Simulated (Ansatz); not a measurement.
# MoPbO4 (Wulfenite): band gap by G0W0 on r2SCAN

Aim: the quasiparticle gap of MoPbO4 (Wulfenite), starting from r2SCAN.

Main program and level: Ansatz 0.2.0; r2SCAN, then G0W0 on it, plane waves, PAW.

## 1. Starting point

It takes space group I4_1/a (No. 88, tetragonal). Conventional cell: a = 5.431 Å, b = 5.431 Å, c = 12.107 Å, α = 90.00°, β = 90.00°, γ = 90.00°. Nearest to Mo lie 4 O at 1.77 Å. Nearest to Pb lie 8 O at 2.61 to 2.63 Å. O has 1 Mo at 1.77 Å and 2 Pb at 2.61 to 2.63 Å nearest. Farther neighbours and most contacts between anions are not listed.

Structure file:

```cif
data_structure
_symmetry_space_group_name_H-M 'I4_1/a:1'
_symmetry_Int_Tables_number 88
_cell_length_a 5.4312
_cell_length_b 5.4312
_cell_length_c 12.1065
_cell_angle_alpha 90.000
_cell_angle_beta 90.000
_cell_angle_gamma 90.000
_cell_volume 357.12
loop_
_atom_site_label
_atom_site_type_symbol
_atom_site_symmetry_multiplicity
_atom_site_Wyckoff_symbol
_atom_site_fract_x
_atom_site_fract_y
_atom_site_fract_z
_atom_site_occupancy
Mo1 Mo 4 b 0.50000 0.00000 0.25000 1
Pb1 Pb 4 a 0.00000 0.50000 0.25000 1
O1 O 16 f 0.73520 0.86340 0.16890 1
```

The cell and positions come from the Crystallography Open Database and are kept as given unless a step says otherwise. Spin-orbit coupling is left out unless a step names it. The default PAW set here is soft_2. Its files were made with PBE.

## 2. Bands along the symmetry lines

Levels along a band path and on the mesh show where this functional puts the band edges.

This step: DFT, r2SCAN, plane waves, PAW.

The input, input.yaml:

```yaml
crystal:
  lattice:
    - [-2.7156, 2.7156, 6.05325]
    - [2.7156, -2.7156, 6.05325]
    - [2.7156, 2.7156, -6.05325]
  atoms:
    - { symbol: Mo, position: [0.25, 0.75, 0.5] }
    - { symbol: Mo, position: [0.5, 0.5, 0.0] }
    - { symbol: Pb, position: [0.75, 0.25, 0.5] }
    - { symbol: Pb, position: [0.0, 0.0, 0.0] }
    - { symbol: O, position: [0.0323, 0.9041, 0.5986] }
    - { symbol: O, position: [0.6541, 0.5555, 0.3718] }
    - { symbol: O, position: [0.3055, 0.4337, 0.4014] }
    - { symbol: O, position: [0.1837, 0.2823, 0.6282] }
    - { symbol: O, position: [0.7177, 0.3459, 0.9014] }
    - { symbol: O, position: [0.0959, 0.6945, 0.1282] }
    - { symbol: O, position: [0.4445, 0.8163, 0.0986] }
    - { symbol: O, position: [0.5663, 0.9677, 0.8718] }
kpoints:
  mp_grid: { grid: [6, 6, 6] }
  band_path:
    path:
      - [[0.0, 0.0, 0.0], [0.0, 0.0, 0.5], [0.25, 0.25, 0.25], [0.0, 0.5, 0.0], [0.0, 0.0, 0.0], [0.5, 0.5, -0.5], [0.30031464, 0.69968536, -0.30031464]]
      - [[-0.30031464, 0.30031464, 0.30031464], [0.0, 0.0, 0.0]]
      - [[0.0, 0.0, 0.5], [-0.10062928, 0.10062928, 0.5]]
      - [[0.5, 0.5, -0.10062928], [0.5, 0.5, -0.5]]
    npoints: 10
hamiltonian:
  xc: r2scan
scf:
  occupations: { method: fermi_dirac, width: 0.02 }
  n_extra_bands: 8
output:
  eigenvalues: true
  write_density: true
  write_potential: true
  elf: true
  volumetric_format: npy
```

On the command line:

```
> ansatz run input.yaml --threads 4 --pin off --max-ram 138240MiB --backend cuda --events-out ev --progress --plain --runs-dir out --devices 1 --max-vram 26GiB
```

Numbers of over 12 decimals in the logs are rounded to 6 here.

Output:

```text
scf.n_extra_bands = 8 over 52 filled bands (N_el = 104.0): the run solves 60 bands
GPUs: using 1 of 1 available (devices: 1).
Engine: ansatz 0.2.0, x86_64-unknown-linux-gnu
Pseudopotentials: kind: paw
Pseudopotential: Mo, paw, valence charge 14, recommended cutoff 500 eV (meta_gga), Mo.paw.azcp
Pseudopotential: Pb, paw, valence charge 14, recommended cutoff 500 eV (meta_gga), Pb.paw.azcp
Pseudopotential: O, paw, valence charge 6, recommended cutoff 500 eV (meta_gga), O.paw.azcp
Functional definition: r2SCAN
  parameter k0 = 0.174
  parameter k1 = 0.065
  parameter a1 = 4.9479
  exchange = r2scan_x(k0 = k0, k1 = k1, a1 = a1)
  correlation = r2scan_c
device memory: the entry about to start is reckoned to put 6.1 GiB on a device that reports 69.4 GiB free (of which the cap on the GPU budget leaves the run 26.0 GiB)
GPU FFT provider: cuFFT
GPU libraries: cuBLAS 13.8.2, cuFFT 12.4.0, cuSOLVER 12.3.4
Crystal: 12 atoms, lattice volume = 178.558 Å³
Basis set: ecut = 500 eV, 4499 PW (Γ), exchange–correlation on 216×216×216 points (64 copies of the dense FFT grid, shifted against one another)
Bands: 60, of which v1, the nominal top of the filled ones, is band 52 counted from 1 (51 counted from 0)
Symmetry: 8 space group operations
Space group: I41/a (ITA 88), of the structure as read, at distance tolerance 5.6e-5 Å
k-points: 36 of 216
Non-local potential: Mo, projectors of the file, l = 0: 3, l = 1: 2, l = 2: 2, l = 3: 1
Non-local potential: Pb, projectors of the file, l = 0: 2, l = 1: 2, l = 2: 2, l = 3: 2
Non-local potential: O, projectors of the file, l = 0: 2, l = 1: 2, l = 2: 1
PAW form: soft (Blöchl's): semilocal exchange-correlation on the pseudo side does not see the compensation charge
PAW frozen core: Mo, regenerated for the run's functional (the file was generated under x = pbe(κ = 0.804, μ = 0.219515), c = pbe(β = 0.066725))
PAW frozen core: Pb, regenerated for the run's functional (the file was generated under x = pbe(κ = 0.804, μ = 0.219515), c = pbe(β = 0.066725))
PAW frozen core: O, regenerated for the run's functional (the file was generated under x = pbe(κ = 0.804, μ = 0.219515), c = pbe(β = 0.066725))
PAW one-centre angular grid: Mo, 590 points (default); XC on 160 Gauss nodes
PAW one-centre angular grid: Pb, 590 points (default); XC on 160 Gauss nodes
PAW one-centre angular grid: O, 302 points (default); XC on 160 Gauss nodes
Initial density: superposition of atomic densities (neutral atoms: chi_scale 0, normalization atom), corrected by the library's trained network
Initial wavefunctions: pseudopotential atomic-orbital guess
GPU buffer pool allocated for 157464 grid points (all kernels)
GPU transforms: local potential and band sums: pruned to the plane-wave sphere, on 54×54×54
Functional: x = r2scan, c = r2scan; τ floored in thin density (d = 2e-4 eV/Å³)
SCF iter   1: F=—  HF=-38328.461231 eV  |F-HF|=—  |Δ(HF+E_count)|=         —  Δρ=1.49e-2  dr2=6.11e-1  dr2_τ=7.16e-1  ethr=1.77e-3  ⟨swp⟩=6.1  Hψ=8838  notcnv=0
preconditioner: auto → Resta (q_TF=auto, 2.493 Å⁻¹)  ε∞=4.8  [insulator: Δε(μ)=3.284 eV  Ē_g=13.346 eV  σ=0.020 eV  W_gap=1.00  n_scr=36 (ndim 8)  ℏωp=26.1 eV  f_vac=0.049  D(μ)=0.00/eV (n_scr^D=0)  ε∞_Penn≈4.8]
SCF iter   2: F=—  HF=-38328.466412 eV  |F-HF|=—  |Δ(HF+E_count)|=   5.18e-3  Δρ=8.27e-3  dr2=7.87e-2  dr2_τ=5.10e-2  ethr=5.87e-4  ⟨swp⟩=3.1  Hψ=3904  notcnv=0  defer=132
SCF iter   3: F=—  HF=-38328.456540 eV  |F-HF|=—  |Δ(HF+E_count)|=   9.87e-3  Δρ=2.86e-3  dr2=7.72e-3  dr2_τ=6.54e-4  ethr=7.56e-5  ⟨swp⟩=2.0  Hψ=3471  notcnv=0  defer=132
SCF iter   4: F=—  HF=-38328.455868 eV  |F-HF|=—  |Δ(HF+E_count)|=   6.72e-4  Δρ=8.18e-4  dr2=5.70e-4  dr2_τ=1.09e-4  ethr=7.43e-6  ⟨swp⟩=2.0  Hψ=3240  notcnv=0  defer=132
SCF iter   5: F=—  HF=-38328.455993 eV  |F-HF|=—  |Δ(HF+E_count)|=   1.25e-4  Δρ=1.24e-4  dr2=2.71e-5  dr2_τ=2.42e-6  ethr=5.48e-7  ⟨swp⟩=2.0  Hψ=2953  notcnv=0  defer=132
SCF iter   6: F=—  HF=-38328.456304 eV  |F-HF|=—  |Δ(HF+E_count)|=   3.11e-4  Δρ=2.41e-5  dr2=1.07e-6  dr2_τ=7.82e-8  ethr=2.61e-8  ⟨swp⟩=2.0  Hψ=3546  notcnv=0  defer=132
SCF iter   7: F=-38328.456304 eV  HF=-38328.456304 eV  |F-HF|=4.41e-9  |Δ(HF+E_count)|=   6.39e-7  Δρ=7.20e-6  dr2=9.99e-8  dr2_τ=4.96e-9  ethr=9.62e-11  ⟨swp⟩=10.0  Hψ=7567  notcnv=0
SCF 1 converged in 7 iterations: F = -38328.456304 eV  dr2 = 9.99e-8
  greatest PAW one-centre occupation: 0.997 electrons in one spin orbital (limit 2), on the Mo atom at site 1 (counted from 0), in its partial waves of l = 0
device memory: the entry about to start is reckoned to put 11.3 GiB on a device that reports 73.4 GiB free (of which the cap on the GPU budget leaves the run 26.0 GiB)
NSCF: frozen V_eff on 94 k-points, pencils in batches of 32, up to order 264
SCF converged after 7 iterations
Free energy (F): -38328.456304 eV
Harris-Foulkes:  -38328.456304 eV  (|F-HF|=4.41e-9)
Internal energy: -38328.456304 eV  (E = F + TS)
E sigma→0 (E₀):  -38328.456304 eV
Fermi energy:    8.657524 eV
--- Per-component energies (eV) ---
  E_band       = -713.615297
  E_kinetic    = 2848.953223
  E_local      = -7776.782635  (includes V_loc(G=0)·N_el)
  E_nonlocal   = 1361.455668
  E_hartree    = 2818.691608
  E_xc         = -1358.653525
  E_vxc        = -1645.238263  (∫ρ·V_xc dr)
  E_paw        = -28568.230469  (= ΣΔE_a)
  E_vpaw       = -1249.646722  (= ΣTr[D̂ρ^β])
  E_aug_tail   = 0.008037  (compensation charges beyond the density's cutoff)
  E_vtau       = 110.246087  (kinetic-family band-sum trace: ∫τ·v_τ [+ j·A + Jᵃ·Aᵃ] dr)
  E_ewald      = -7655.131283
  E_core_change = 1.233070  (= ΣΔE_core)
  E_smearing   = -0.000000  (= −TS)
  E_closure    = -0.000000  (closes the sum)
  Σ components = -38328.456304   (vs F -38328.456304, Δ=0.00e0)
--- Band table (eV; the first three rows and the last of 36) ---
  k-point 0: bands = [... 48 lower, 6.1820, 6.2490, 6.2490, 6.3830, 10.4557, 10.8938, 11.1564, 11.3918, ... 4 higher]
  k-point 1: bands = [... 48 lower, 6.0017, 6.1099, 6.2263, 6.6151, 10.5249, 10.8802, 10.9198, 11.0858, ... 4 higher]
  k-point 2: bands = [... 48 lower, 5.7686, 6.0825, 6.3958, 7.1407, 10.5020, 10.7764, 10.8774, 11.1678, ... 4 higher]
  k-point 35: bands = [... 48 lower, 5.9962, 5.9962, 6.1617, 6.1617, 11.0029, 11.0029, 11.0955, 11.0955, ... 4 higher]
```

Run time: 5.4 s. Hardware: 1 × NVIDIA H100 80GB HBM3 (shared by 3 runs) with 4 threads of AMD EPYC 7R13 (Zen 3), shared host; peak memory 1.6 GiB.

This step gave:

- filled bands: 52
- gap: 3.013 eV
- valence top at: k = (0.000, 0.000, 0.400)
- conduction bottom at: k = (-0.240, 0.240, 0.240)
- least direct gap: 3.131 eV

Over mesh and path the gap is 3.013 eV, from k = (0.000, 0.000, 0.400) to k = (-0.240, 0.240, 0.240). The least direct gap found is 3.131 eV, at k = (-0.240, 0.240, 0.240). On the 6×6×6 mesh alone the same run gives 3.035 eV, so that mesh misses an edge of r2SCAN: 3.035 − 3.013 = +0.022 eV.

The electronic bands at the labelled points (eV, zero at the top of the highest nominally filled band):

```csv
point,band 49,band 50,band 51,band 52,band 53,band 54,band 55,band 56
Γ,-0.98,-0.91,-0.91,-0.78,3.30,3.73,4.00,4.23
halfway,-1.27,-1.05,-0.98,-0.22,3.45,3.48,3.70,3.96
X,-1.29,-1.29,-0.18,-0.18,3.63,3.63,3.90,3.90
halfway,-1.29,-1.29,-0.18,-0.18,3.63,3.63,3.90,3.90
P,-1.28,-1.28,-0.17,-0.17,3.63,3.63,3.91,3.91
halfway,-1.33,-1.18,-0.62,-0.07,3.22,3.72,3.86,3.98
N,-1.23,-1.22,-0.81,-0.17,3.02,3.59,3.86,3.92
halfway,-1.18,-1.05,-0.96,-0.55,3.32,3.69,3.81,3.92
Γ,-0.98,-0.91,-0.91,-0.78,3.30,3.73,4.00,4.23
halfway,-1.17,-0.97,-0.97,-0.97,3.43,3.81,3.93,4.28
M,-1.16,-1.16,-1.00,-1.00,3.84,3.84,3.94,3.94
halfway,-1.20,-1.07,-0.99,-0.89,3.66,3.71,3.92,3.93
S,-1.12,-1.09,-0.90,-0.35,3.16,3.56,3.91,3.95
jump to S0,-1.12,-1.09,-0.90,-0.35,3.16,3.56,3.91,3.95
halfway,-1.27,-1.07,-0.99,-0.36,3.24,3.73,3.74,3.81
Γ,-0.98,-0.91,-0.91,-0.78,3.30,3.73,4.00,4.23
jump to X,-1.29,-1.29,-0.18,-0.18,3.63,3.63,3.90,3.90
halfway,-1.34,-1.24,-0.23,-0.17,3.56,3.67,3.91,3.94
R,-1.36,-1.21,-0.32,-0.20,3.48,3.68,3.93,4.01
jump to G,-1.36,-1.21,-0.32,-0.20,3.48,3.68,3.93,4.01
halfway,-1.15,-1.07,-0.94,-0.68,3.50,3.78,3.92,3.95
M,-1.16,-1.16,-1.00,-1.00,3.84,3.84,3.94,3.94
```

Electrostatic potential energy in the ac plane of the conventional cell at fractional y = 0.000, with atoms of Mo and Pb within 0.2 Å of it. With pseudopotentials it is smooth inside the atoms' cores, unlike the true potential.

Values in eV, 24 rows by 15 columns, each cell a mean:
```
-23 -31 -20   3  10  12  13  14  13  13  11   7  -7 -30 -27
-22 -14   1   8  11  13  13  13  13  13  12  10   5  -7 -20
  7   8  10  11  12  12  11  11  11  12  12  12  11   9   7
 12  12  12  12  10   8   4   1   2   6   9  11  12  12  12
 13  13  12  11   7  -6 -25 -30 -29 -16   2   9  12  13  13
 14  13  12   9   1 -24 -29 -17 -23 -31  -9   7  11  13  13
 13  13  12  10   3 -21 -31 -23 -27 -30  -6   8  11  13  13
 13  13  13  12   8   1 -14 -22 -20  -6   6  10  12  13  13
 11  12  12  12  11  10   8   7   7   9  11  12  12  12  11
  2   5   8   8  10  12  12  12  12  12  11   8   8   6   3
-39 -25  -4   5  10  12  13  14  14  13  11   8   2 -14 -35
-57 -54 -22   3  10  13  13  14  14  13  12   7  -7 -42 -57
-57 -48 -17   4  10  13  13  13  13  13  12   8  -5 -35 -55
-22 -12   2   9  12  13  13  13  13  13  12  10   6  -5 -19
  7   8  10  12  13  12  12  11  11  12  13  12  11   9   7
 12  12  13  12  11   8   5   2   3   7  10  12  13  13  12
 13  13  13  11   7  -4 -26 -40 -34 -14   3  10  12  13  13
 13  13  13  10   2 -23 -54 -57 -57 -41  -6   8  12  13  13
 14  14  13  10   4 -18 -49 -57 -55 -34  -4   8  12  13  14
 13  13  12   9   5   1 -12 -22 -18  -4   4   7  11  13  13
 11  12  12  11  10  10   8   7   8   9  10  10  11  12  11
  1   4   8  11  12  13  13  12  12  13  12  12  10   7   2
-30 -24  -6   7  11  13  13  13  13  13  12   9   2 -17 -29
-17 -29 -24   2  10  12  13  13  13  13  11   7 -10 -32 -22
```
Columns run along a (5.4 Å; values clipped at the 3rd and 97th percentile), rows up along c (12.1 Å), edges of the conventional cell, whose origin can differ from the input's. Atoms in or near the plane, at fractional coordinates: Mo at (0.50, 0.25), Mo at (0.00, 0.50), Pb at (0.50, 0.75), Pb at (0.00, 0.00).

Valence density in the ac plane of the conventional cell at fractional y = 0.000, with atoms of Mo and Pb within 0.2 Å of it. It is the smooth field of the valence electrons, not physical close to the nuclei.

Values in units of 1e0 e/Å³, 24 rows by 15 columns, each cell a mean:
```
6.4 3.6 1.1 0.3 0.1 0.0 0.0 0.0 0.0 0.0 0.1 0.1 0.6 2.2 5.3
1.4 0.9 0.3 0.1 0.1 0.0 0.0 0.0 0.0 0.0 0.1 0.1 0.2 0.6 1.2
0.2 0.1 0.1 0.1 0.0 0.1 0.1 0.1 0.1 0.1 0.1 0.1 0.1 0.1 0.2
0.1 0.1 0.1 0.1 0.1 0.1 0.2 0.3 0.3 0.2 0.1 0.1 0.1 0.1 0.1
0.0 0.0 0.0 0.1 0.2 0.6 1.6 2.7 2.2 1.0 0.3 0.1 0.1 0.0 0.0
0.0 0.0 0.0 0.1 0.3 1.4 4.6 8.3 6.6 2.7 0.7 0.2 0.0 0.0 0.0
0.0 0.0 0.0 0.1 0.3 1.2 3.7 6.5 5.3 2.2 0.6 0.1 0.0 0.0 0.0
0.0 0.0 0.1 0.1 0.2 0.4 0.9 1.4 1.2 0.6 0.2 0.1 0.1 0.0 0.0
0.1 0.1 0.2 0.3 0.3 0.2 0.2 0.2 0.2 0.2 0.2 0.3 0.2 0.1 0.1
0.3 0.4 0.6 0.8 0.6 0.3 0.1 0.1 0.1 0.2 0.5 0.8 0.7 0.4 0.3
2.8 1.7 0.9 0.8 0.6 0.3 0.1 0.0 0.1 0.2 0.4 0.8 0.9 1.2 2.4
6.3 4.7 1.5 0.4 0.2 0.1 0.0 0.0 0.0 0.1 0.2 0.3 0.7 3.0 6.0
5.8 4.0 1.1 0.2 0.1 0.0 0.0 0.0 0.0 0.0 0.1 0.1 0.5 2.5 5.4
1.4 0.8 0.3 0.1 0.1 0.0 0.0 0.0 0.0 0.0 0.0 0.1 0.2 0.5 1.2
0.2 0.1 0.1 0.1 0.1 0.1 0.1 0.1 0.1 0.1 0.1 0.1 0.1 0.1 0.2
0.0 0.0 0.1 0.1 0.1 0.2 0.2 0.3 0.3 0.2 0.1 0.1 0.1 0.0 0.0
0.0 0.0 0.0 0.1 0.2 0.5 1.7 2.9 2.4 1.0 0.3 0.1 0.0 0.0 0.0
0.0 0.0 0.1 0.1 0.3 1.5 4.9 6.4 6.0 3.0 0.6 0.2 0.1 0.0 0.0
0.0 0.1 0.2 0.3 0.6 1.3 4.0 5.8 5.2 2.4 0.7 0.4 0.2 0.1 0.0
0.0 0.1 0.3 0.7 0.9 0.8 1.0 1.4 1.2 0.8 0.9 0.9 0.5 0.2 0.1
0.1 0.1 0.3 0.5 0.6 0.4 0.2 0.2 0.2 0.3 0.5 0.6 0.4 0.2 0.1
0.3 0.3 0.2 0.2 0.2 0.1 0.1 0.0 0.1 0.1 0.1 0.2 0.2 0.2 0.3
2.6 1.6 0.6 0.2 0.1 0.0 0.0 0.0 0.0 0.0 0.0 0.1 0.3 1.0 2.2
8.2 4.5 1.4 0.3 0.1 0.0 0.0 0.0 0.0 0.0 0.0 0.2 0.7 2.8 6.7
```
Columns run along a (5.4 Å), rows up along c (12.1 Å), edges of the conventional cell, whose origin can differ from the input's. Atoms in or near the plane, at fractional coordinates: Mo at (0.50, 0.25), Mo at (0.00, 0.50), Pb at (0.50, 0.75), Pb at (0.00, 0.00).

(Continued in part 2 of 3.)

[Paths, hosts, dates, memory and timing lines, banners, echoed tables and standing remarks are left out of the program output.]

[Logs are printed without paths, hosts, clocks, repeated set-up lines and the standing remarks that a program may print on its own settings, such as how far it seeks lower states.]

[Runs of the session that timed out or met a known fault of the program may be left out.]

[Cells called generated may have been cut or substituted from an entry of the Crystallography Open Database or the Materials Project.]

[Hosts, paths, dates, database ids (printed as entryN), source tags and the programs' standing remarks are cut or masked in the printed files.]

[Where an RPA ε∞ is given, it is that of the G0W0 mesh and is not shown converged in it. Names of k-points follow the symmetry that the program found, which can be lower than the space group named. Band edges on a path are those of the sampled points; other points can move an edge, and change direct to indirect where valleys lie close.]

[Hybrid gaps are those of their k-mesh and are not shown converged in it.]
